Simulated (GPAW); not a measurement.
Consider ZnAg (Cmmm).

```xyz
2
Lattice="1.5508 -2.2997 0.0000 1.5508 2.2997 0.0000 0.0000 0.0000 4.4292" Properties=species:S:1:pos:R:3 pbc="T T T"
Ag    0.0000    0.0000    0.0000
Zn    1.5508    0.0000    2.2146
```

Absorber: atom 1, with 4 Zn at 2.70 Å, 4 Ag at 2.77 Å, 2 Ag at 3.10 Å and 4 Zn at 3.19 Å (cube and octahedron, as in bcc, site symmetry mmm). Method: GPAW, LDA, excited-electron core hole (neutral cell), 16-atom cell with 6.8 Å between holes, 3×3×4 k points, dipole transitions, Gaussian full width 2.4 eV up to 4 eV, rising linearly to 3.5 eV at 25 eV.

Predict the near-edge structure at the Ag L₃ edge.

Main maxima up to 30 eV above the zero (height): 3.0 eV (0.96), 7.2 eV (0.99), 11.8 eV (1.26) and 20.2 eV (1.51). At an L edge the dipole rule selects empty d and s states; the absorber's d shell is nominally full, so the onset shows only d character mixed into the empty bands. 

The Ag L₃ spectrum (energy from the lowest empty level; intensity scaled to a mean of 1 over the first 20 eV; polarised curves are means over the symmetry-equivalent atoms):

```csv
E (eV),isotropic,ε ∥ x,ε ∥ y,ε ∥ z
-2.0,0.02,0.02,0.02,0.02
-1.5,0.05,0.05,0.04,0.06
-1.0,0.11,0.11,0.10,0.14
-0.5,0.22,0.21,0.19,0.26
0.0,0.35,0.34,0.30,0.41
0.5,0.49,0.48,0.41,0.58
1.0,0.64,0.62,0.53,0.75
1.5,0.76,0.75,0.65,0.89
2.0,0.87,0.86,0.76,0.99
2.5,0.93,0.92,0.84,1.04
3.0,0.96,0.94,0.90,1.03
3.5,0.95,0.94,0.91,1.00
4.0,0.92,0.91,0.90,0.96
4.5,0.89,0.88,0.87,0.93
5.0,0.87,0.86,0.84,0.91
5.5,0.87,0.86,0.84,0.91
6.0,0.90,0.89,0.87,0.93
6.5,0.94,0.94,0.92,0.96
7.0,0.98,0.98,0.97,0.99
7.5,0.98,0.98,0.99,0.98
8.0,0.95,0.94,0.97,0.93
8.5,0.90,0.88,0.94,0.88
9.0,0.87,0.85,0.91,0.84
9.5,0.88,0.87,0.93,0.85
10.0,0.96,0.96,1.01,0.91
10.5,1.08,1.09,1.13,1.02
11.0,1.19,1.21,1.24,1.12
11.5,1.25,1.28,1.31,1.17
12.0,1.25,1.28,1.31,1.16
12.5,1.19,1.22,1.25,1.10
13.0,1.10,1.14,1.15,1.02
13.5,1.02,1.06,1.05,0.95
14.0,0.96,1.00,0.97,0.90
14.5,0.92,0.97,0.92,0.88
15.0,0.91,0.95,0.90,0.88
15.5,0.92,0.95,0.90,0.90
16.0,0.95,0.97,0.94,0.93
16.5,1.00,1.00,1.00,0.99
17.0,1.07,1.06,1.08,1.07
17.5,1.16,1.14,1.18,1.17
18.0,1.26,1.23,1.28,1.28
18.5,1.36,1.32,1.38,1.38
19.0,1.44,1.40,1.46,1.46
19.5,1.49,1.44,1.51,1.52
20.0,1.51,1.45,1.53,1.54
20.5,1.50,1.43,1.53,1.54
21.0,1.48,1.41,1.51,1.53
21.5,1.44,1.37,1.46,1.50
22.0,1.40,1.34,1.41,1.46
22.5,1.36,1.32,1.36,1.41
23.0,1.32,1.29,1.31,1.37
23.5,1.29,1.27,1.26,1.32
24.0,1.26,1.26,1.23,1.29
24.5,1.24,1.26,1.22,1.26
25.0,1.24,1.26,1.21,1.25
25.5,1.24,1.26,1.21,1.25
26.0,1.24,1.27,1.21,1.25
26.5,1.24,1.27,1.21,1.25
27.0,1.23,1.27,1.20,1.23
27.5,1.21,1.25,1.18,1.20
28.0,1.17,1.22,1.14,1.16
28.5,1.13,1.18,1.10,1.12
29.0,1.09,1.13,1.07,1.08
29.5,1.06,1.10,1.03,1.06
30.0,1.04,1.06,1.01,1.05
30.5,1.03,1.04,1.01,1.05
31.0,1.03,1.02,1.01,1.05
31.5,1.04,1.01,1.03,1.07
32.0,1.05,1.01,1.05,1.08
```

Only the L₃ part is meant: spin–orbit coupling of the core level isn't computed and the L₂ copy isn't added. The script folds with a Gaussian, whereas the core hole's own line is a Lorentzian, so the onset is too steep and the first peak too high. The mesh is coarse (0.35 Å⁻¹ between points), so small maxima may be mesh ripples. Lifetime broadening is put in by hand, and intensities beyond about 20 eV depend on it and on the partial waves. The structure is a computed Materials Project entry and may be a hypothetical form.

[Banner, clock and machine lines of the logs are left out without a mark of their own.]

[Logs are printed without paths, hosts, clocks, repeated set-up lines and the standing remarks that a program may print on its own settings, such as how far it seeks lower states.]

[Hosts, paths, dates, database ids (printed as entryN), source tags and the programs' standing remarks are cut or masked in the printed files.]

[Lists of maxima count a maximum above −3 eV only where it reaches 4 % of the highest in the window and stands out from its surroundings by 2 % of it (1.5 % where it reaches 55 %); shoulders and weaker maxima are passed over, and of the rest the first, up to two pre-edge ones and the few strongest are named.]
